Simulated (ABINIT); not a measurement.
# InSnH3 (Pm-3m): zone-centre phonons, part 2 of 3

Aim: the zone-centre modes of InSnH3 (Pm-3m).

ABINIT 10.8.3; DFT LDA, scalar-relativistic, plane waves, HGH norm-conserving pseudopotentials.

So far. Step 5 (Relaxation): The volume changes by -1.0 % in this run and stands -38.4 % from the first cell. The relaxed cell has a = 4.086 Å (conventional setting).

The structure was built from a prototype and need not be the compound's stable phase.

## Step 7: Linear response at Γ

At q = 0 one unit cell holds all displacements. The response is solved for single atoms along the cell's directions, and symmetry skips those that follow from others. The crystal is treated as a metal, which screens a static field, so no field response is asked.

dfpt_gamma.abi reads:

```

# common to the responses
getwfk_filepath "gso_WFK"
kptopt 2
nqpt 1
qpt 0.0 0.0 0.0
asr 0
chneut 0

# displacements
rfphon 1
rfatpol 1 5
rfdir 1 1 1
tolvrs 1.0d-10
prtwf 0

# basis, mesh and filling
ecut 43.0
ecutsm 3.0
ixc 7
ngkpt 6 6 6
nshiftk 1
shiftk 0.0 0.0 0.0
istwfk *1
occopt 6
tsmear 0.01
nband 11
nstep 100
diemac 1000000.0
prtebands 0
prtgsr 0
useylm 1

# cell and atoms
acell 3*1.0 Angstrom
rprim 
    4.085917387 0.0 0.0
    0.0 4.085917387 0.0
    0.0 0.0 4.085917387
ntypat 3
znucl 49 50 1
natom 5
typat 1 2 3 3 3
xred 
    0.0 0.0 0.0
    0.5 0.5 0.5
    0.5 0.5 0.0
    0.5 0.0 0.5
    0.0 0.5 0.5
pp_dirpath "./pseudo"
pseudos "In.hgh, Sn.hgh, H.hgh"
```

Run with:

```sh
OMP_NUM_THREADS=1 mpirun -n 2 abinit dfpt_gamma.abi > dfpt_gamma.log
```

Numbers of over 12 decimals in the logs are rounded to 6 here.

dfpt_gamma.abo, the main output file:

```text
[banners, grids, parts of the stress and lines that vanish by symmetry left out]
- input  file    -> dfpt_gamma.abi
- output file    -> dfpt_gamma.abo
- root for input  files -> dfpt_gammai
- root for output files -> dfpt_gammao

 Symmetries : space group Pm -3 m (#221); Bravais cP (primitive cubic)
================================================================================
 Values of the parameters that define the memory need of the present run (RF).
     intxc =       0      iscf =       7    lmnmax =      14     lnmax =       6
     mgfft =      48  mpssoang =       3    mqgrid =    3001     natom =       5
  nloc_mem =       1    nspden =       1   nspinor =       1    nsppol =       1
      nsym =      48    n1xccc =       0    ntypat =       3    occopt =       6
   xclevel =       1
-    mband =          11        mffmem =           1         mkmem =          56
-   mkqmem =          56        mk1mem =          56           mpw =        6228
      nfft =      110592          nkpt =         112
- my_mband =          11
================================================================================
================================================================================

--------------------------------------------------------------------------------
------------- Echo of variables that govern the present computation ------------
--------------------------------------------------------------------------------
-
- outvars: echo of selected default values
-   iomode0 =  0 , fftalg0 =312 , wfoptalg0 =  0
-
- outvars: echo of global parameters not present in the input file
-  max_nthreads =    1
-
 -outvars: echo values of preprocessed input variables
 [... echo left out ...]
================================================================================

 chkinp: Checking input parameters for consistency.

[...]
== DATASET  1 ==================================================================
-   mpi_nproc: 2, omp_nthreads: 1 (-1 if OMP is not activated)

--- !DatasetInfo
iteration_state: {dtset: 1, }
dimensions: {natom: 5, nkpt: 112, mband: 11, nsppol: 1, nspinor: 1, nspden: 1, mpw: 6228, }
cutoff_energies: {ecut:  43.0, pawecutdg:  -1.0, }
electrons: {nelect:   1.00000000E+01, charge:   0.00000000E+00, occopt:   6.00000000E+00, tsmear:   1.00000000E-02, }
meta: {optdriver: 1, rfphon: 1, }
...

 mkfilename: getwfk from: gso_WFK

 Exchange-correlation functional for the present dataset will be:
  LDA: Perdew-Wang 92 LSD fit to Ceperley-Alder data - ixc=7
 Citation for XC functional:
  J.P.Perdew and Y.Wang, PRB 45, 13244 (1992)

 Real(R)+Recip(G) space primitive vectors, cartesian coordinates (Bohr,Bohr^-1):
 R(1)=  7.7212648  0.0000000  0.0000000  G(1)=  0.1295125  0.0000000  0.0000000
 R(2)=  0.0000000  7.7212648  0.0000000  G(2)=  0.0000000  0.1295125  0.0000000
 R(3)=  0.0000000  0.0000000  7.7212648  G(3)=  0.0000000  0.0000000  0.1295125
 Unit cell volume ucvol=  4.6032583E+02 bohr^3
 Angles (23,13,12)=  9.00000000E+01  9.00000000E+01  9.00000000E+01 degrees
 setup1 : take into account q-point for computing boxcut.

 getcut: wavevector=  0.0000  0.0000  0.0000  ngfft=  48  48  48
         ecut(hartree)=     43.000   => boxcut(ratio)=   2.10598

--- Pseudopotential description ------------------------------------------------
- pspini: atom type   1  psp file is ./pseudo/In.hgh

- pspini: atom type   2  psp file is ./pseudo/Sn.hgh

- pspini: atom type   3  psp file is ./pseudo/H.hgh

   4.25353552E+02                                ecore*ucvol(ha*bohr**3)
--------------------------------------------------------------------------------

 ==>  initialize data related to q vector <==

 The list of irreducible perturbations for this q vector is:
    1)    idir= 1    ipert=   1
    2)    idir= 1    ipert=   2
    3)    idir= 1    ipert=   3
    4)    idir= 3    ipert=   3

[...]
The perturbation idir=   2  ipert=   1 is
 symmetric of a previously calculated perturbation.
 So, its SCF calculation is not needed.

 The perturbation idir=   3  ipert=   1 is
 symmetric of a previously calculated perturbation.
 So, its SCF calculation is not needed.

 The perturbation idir=   2  ipert=   2 is
 symmetric of a previously calculated perturbation.
 So, its SCF calculation is not needed.

 The perturbation idir=   3  ipert=   2 is
 symmetric of a previously calculated perturbation.
 So, its SCF calculation is not needed.

[...]
The perturbation idir=   2  ipert=   5 is
 symmetric of a previously calculated perturbation.
 So, its SCF calculation is not needed.

 The perturbation idir=   3  ipert=   5 is
 symmetric of a previously calculated perturbation.
 So, its SCF calculation is not needed.

--------------------------------------------------------------------------------
 Perturbation wavevector (in red.coord.)   0.000000  0.000000  0.000000
 Perturbation : displacement of atom   1   along direction   1
 Found     8 symmetries that leave the perturbation invariant.

[...]
dfpt_looppert : total number of electrons, from k and k+q
  fully or partially occupied states are    1.000000E+01 and    1.000000E+01.
 Initialisation of the first-order wave-functions :
  ireadwf=   0

--- !BeginCycle
iteration_state: {dtset: 1, }
solver: {iscf: 7, nstep: 100, nline: 4, wfoptalg: 0, }
tolerances: {tolvrs: 1.00E-10, }
...

     iter   2DEtotal(Ha)        deltaE(Ha) residm    vres2
-ETOT  1   4.531780     -2.998E+01 1.468E-01 2.787E+04
 ETOT  2  0.709536     -3.822E+00 3.464E-03 7.047E+02
 ETOT  3  0.611906     -9.763E-02 6.808E-05 2.389E+00
 ETOT  4  0.611617     -2.892E-04 1.233E-06 3.797E-02
 ETOT  5  0.611613     -4.003E-06 1.894E-08 4.756E-05
[...]
At SCF step    9       vres2   =  2.26E-12 < tolvrs=  1.00E-10 =>converged.
[...]
Mean square residual over all n,k,spin=   42.731E-18; max=  80.940E-16

 Thirteen components of 2nd-order total energy (hartree) are
 1,2,3: 0th-order hamiltonian combined with 1st-order wavefunctions
     kin0=   3.23127497E+01 eigvalue=   1.03671927E+00  local=  -9.02718807E+00
 4,5,6: 1st-order hamiltonian combined with 1st and 0th-order wfs
 loc psp =  -2.30386373E+01  Hartree=   4.48998976E+00     xc=  -3.30874450E+00
 note that "loc psp" includes a xc core correction that could be resolved
 7,8,9: eventually, occupation + non-local contributions
    edocc=   3.07212751E+00     enl0=   5.32099782E+00   enl1=  -4.47546658E+01
 1-9 gives the relaxation energy (to be shifted if some occ is /=2.0)
   erelax=  -3.38966516E+01
 10,11,12 Non-relaxation  contributions : frozen-wavefunctions and Ewald
 fr.local=   1.23834325E+00 fr.nonlo=   2.18774099E+01  Ewald=   1.13925110E+01
 13,14 Frozen wf xc core corrections (1) and (2)
 frxc 1  =   0.00000000E+00  frxc 2 =   0.00000000E+00
 Resulting in :
 2DEtotal=    0.6116125457E+00 Ha. Also 2DEtotal=    0.166428252145E+02 eV
    (2DErelax=   -3.3896651573E+01 Ha. 2DEnonrelax=    3.4508264119E+01 Ha)
    (  non-var. 2DEtotal :    6.1161256921E-01 Ha)

[...]
Perturbation wavevector (in red.coord.)   0.000000  0.000000  0.000000
 Perturbation : displacement of atom   2   along direction   1
 Found     8 symmetries that leave the perturbation invariant.

[...]
dfpt_looppert : total number of electrons, from k and k+q
  fully or partially occupied states are    1.000000E+01 and    1.000000E+01.
 Initialisation of the first-order wave-functions :
  ireadwf=   0

--- !BeginCycle
iteration_state: {dtset: 1, }
solver: {iscf: 7, nstep: 100, nline: 4, wfoptalg: 0, }
tolerances: {tolvrs: 1.00E-10, }
...

     iter   2DEtotal(Ha)        deltaE(Ha) residm    vres2
-ETOT  1   11.647971099193     -5.855E+01 6.484E-01 7.607E+04
[...]
At SCF step    9       vres2   =  9.08E-12 < tolvrs=  1.00E-10 =>converged.
[...]
Mean square residual over all n,k,spin=   12.031E-17; max=  16.045E-15

 Thirteen components of 2nd-order total energy (hartree) are
 1,2,3: 0th-order hamiltonian combined with 1st-order wavefunctions
     kin0=   5.76668755E+01 eigvalue=   3.20803336E+00  local=  -1.57463211E+01
 4,5,6: 1st-order hamiltonian combined with 1st and 0th-order wfs
 loc psp =  -5.67915760E+01  Hartree=   1.20108977E+01     xc=  -6.89204372E+00
 note that "loc psp" includes a xc core correction that could be resolved
 7,8,9: eventually, occupation + non-local contributions
    edocc=   7.94300283E+00     enl0=   1.15026696E+01   enl1=  -8.25946520E+01
 1-9 gives the relaxation energy (to be shifted if some occ is /=2.0)
   erelax=  -6.96931140E+01
 10,11,12 Non-relaxation  contributions : frozen-wavefunctions and Ewald
 fr.local=   1.84339934E+01 fr.nonlo=   3.87429167E+01  Ewald=   1.30200125E+01
 13,14 Frozen wf xc core corrections (1) and (2)
 frxc 1  =   0.00000000E+00  frxc 2 =   0.00000000E+00
 Resulting in :
 2DEtotal=    0.5038087098E+00 Ha. Also 2DEtotal=    0.137093333955E+02 eV
    (2DErelax=   -6.9693113958E+01 Ha. 2DEnonrelax=    7.0196922667E+01 Ha)
    (  non-var. 2DEtotal :    5.0380864184E-01 Ha)

[...]
Perturbation wavevector (in red.coord.)   0.000000  0.000000  0.000000
 Perturbation : displacement of atom   3   along direction   1
 Found     4 symmetries that leave the perturbation invariant.

[...]
dfpt_looppert : total number of electrons, from k and k+q
  fully or partially occupied states are    1.000000E+01 and    1.000000E+01.
 Initialisation of the first-order wave-functions :
  ireadwf=   0

--- !BeginCycle
iteration_state: {dtset: 1, }
solver: {iscf: 7, nstep: 100, nline: 4, wfoptalg: 0, }
tolerances: {tolvrs: 1.00E-10, }
...

     iter   2DEtotal(Ha)        deltaE(Ha) residm    vres2
-ETOT  1   3.944679     -5.788E+01 3.460E-01 2.536E+04
[...]
At SCF step    9       vres2   =  5.83E-12 < tolvrs=  1.00E-10 =>converged.
[...]
Mean square residual over all n,k,spin=   50.100E-18; max=  54.826E-16

 Thirteen components of 2nd-order total energy (hartree) are
 1,2,3: 0th-order hamiltonian combined with 1st-order wavefunctions
     kin0=   6.80517367E+01 eigvalue=   2.29179513E+00  local=  -1.67062232E+01
 4,5,6: 1st-order hamiltonian combined with 1st and 0th-order wfs
 loc psp =  -1.23392166E+02  Hartree=   1.15877249E+01     xc=  -7.16820357E+00
 note that "loc psp" includes a xc core correction that could be resolved
 7,8,9: eventually, occupation + non-local contributions
    edocc=   3.47650156E+00     enl0=   1.62751267E-01   enl1=   0.00000000E+00
 1-9 gives the relaxation energy (to be shifted if some occ is /=2.0)
   erelax=  -6.16960827E+01
 10,11,12 Non-relaxation  contributions : frozen-wavefunctions and Ewald
 fr.local=   6.36081600E+01 fr.nonlo=   0.00000000E+00  Ewald=  -1.78691429E+00
 13,14 Frozen wf xc core corrections (1) and (2)
 frxc 1  =   0.00000000E+00  frxc 2 =   0.00000000E+00
 Resulting in :
 2DEtotal=    0.1251630209E+00 Ha. Also 2DEtotal=    0.340585930603E+01 eV
    (2DErelax=   -6.1696082724E+01 Ha. 2DEnonrelax=    6.1821245745E+01 Ha)
    (  non-var. 2DEtotal :    1.2516296399E-01 Ha)

[...]
Perturbation wavevector (in red.coord.)   0.000000  0.000000  0.000000
 Perturbation : displacement of atom   3   along direction   3
 Found     8 symmetries that leave the perturbation invariant.

--------------------------------------------------------------------------------

--------------------------------------------------------------------------------

 dfpt_looppert : total number of electrons, from k and k+q
  fully or partially occupied states are    1.000000E+01 and    1.000000E+01.
 Initialisation of the first-order wave-functions :
  ireadwf=   0

--- !BeginCycle
iteration_state: {dtset: 1, }
solver: {iscf: 7, nstep: 100, nline: 4, wfoptalg: 0, }
tolerances: {tolvrs: 1.00E-10, }
...

     iter   2DEtotal(Ha)        deltaE(Ha) residm    vres2
-ETOT  1   5.789029     -6.062E+01 6.083E-01 3.470E+04
[...]
ETOT  8 -0.228174     -1.705E-12 7.277E-11 5.208E-10
 ETOT  9 -0.228174      8.953E-13 2.291E-12 4.668E-12

 At SCF step    9       vres2   =  4.67E-12 < tolvrs=  1.00E-10 =>converged.
[...]
Mean square residual over all n,k,spin=   64.160E-16; max=  22.910E-13

 Thirteen components of 2nd-order total energy (hartree) are
 1,2,3: 0th-order hamiltonian combined with 1st-order wavefunctions
     kin0=   6.64659494E+01 eigvalue=   2.05965359E+00  local=  -1.66034459E+01
 4,5,6: 1st-order hamiltonian combined with 1st and 0th-order wfs
 loc psp =  -1.33280856E+02  Hartree=   1.44257564E+01     xc=  -8.57409555E+00
 note that "loc psp" includes a xc core correction that could be resolved
 7,8,9: eventually, occupation + non-local contributions
    edocc=   8.48419936E+00     enl0=   3.82410538E-01   enl1=   0.00000000E+00
 1-9 gives the relaxation energy (to be shifted if some occ is /=2.0)
   erelax=  -6.66404278E+01
 10,11,12 Non-relaxation  contributions : frozen-wavefunctions and Ewald
 fr.local=   4.81909114E+01 fr.nonlo=   0.00000000E+00  Ewald=   1.82213427E+01
 13,14 Frozen wf xc core corrections (1) and (2)
 frxc 1  =   0.00000000E+00  frxc 2 =   0.00000000E+00
 Resulting in :
 2DEtotal=   -0.2281737198E+00 Ha. Also 2DEtotal=   -0.620892322038E+01 eV
    (2DErelax=   -6.6640427827E+01 Ha. 2DEnonrelax=    6.6412254108E+01 Ha)
    (  non-var. 2DEtotal :   -2.2817372362E-01 Ha)

[...]
---- first-order wavefunction calculations are completed ----

 ==> Compute Derivative Database <==

 [... matrices left out ...]
  Phonon wavevector (reduced coordinates) :  0.00000  0.00000  0.00000
 Phonon energies in Hartree :
  -1.523222E-03 -1.523222E-03 -1.523222E-03  7.741410E-07  7.741440E-07
   7.741528E-07  2.878833E-04  2.878833E-04  2.878833E-04  1.030438E-03
   1.030438E-03  1.030438E-03  1.210711E-03  1.210711E-03  1.210711E-03
 Phonon frequencies in cm-1    :
- -3.343086E+02 -3.343086E+02 -3.343086E+02  1.699043E-01  1.699050E-01
-  1.699069E-01  6.318309E+01  6.318309E+01  6.318309E+01  2.261551E+02
-  2.261551E+02  2.261551E+02  2.657203E+02  2.657203E+02  2.657203E+02

== END DATASET(S) ==============================================================
================================================================================

 -outvars: echo values of variables after computation
            acell      1.8897261259E+00  1.8897261259E+00  1.8897261259E+00 Bohr
           etotal     -2.2817371979E-01
            fcart      0.0000000000E+00  0.0000000000E+00  0.0000000000E+00
           strten      0.0000000000E+00  0.0000000000E+00  0.0000000000E+00
================================================================================
```

Elapsed: 2.1 min, on 2 MPI ranks of AMD EPYC 7B13 (Zen 3), shared host.

Numbers from this step:

```
largest acoustic frequency at the zone centre before the sum rule : 0.17 cm⁻¹
highest optical zone-centre mode (no LO-TO term)                  : 265.7 cm⁻¹
lowest optical zone-centre mode                                   : -334.3 cm⁻¹
```

The acoustic modes at Γ come out as far as 0.2 cm⁻¹ from zero, where they should vanish, a small numerical error. The lowest optical mode is imaginary, 334i cm⁻¹, an instability at this level and on this k mesh.

(Continued in part 3 of 3.)

[Host names and launcher messages were left out of these logs when they were recorded.]

[Logs are printed without paths, hosts, clocks, repeated set-up lines and the standing remarks that a program may print on its own settings, such as how far it seeks lower states.]

[Hosts, paths, dates, database ids (printed as entryN), source tags and the programs' standing remarks are cut or masked in the printed files.]
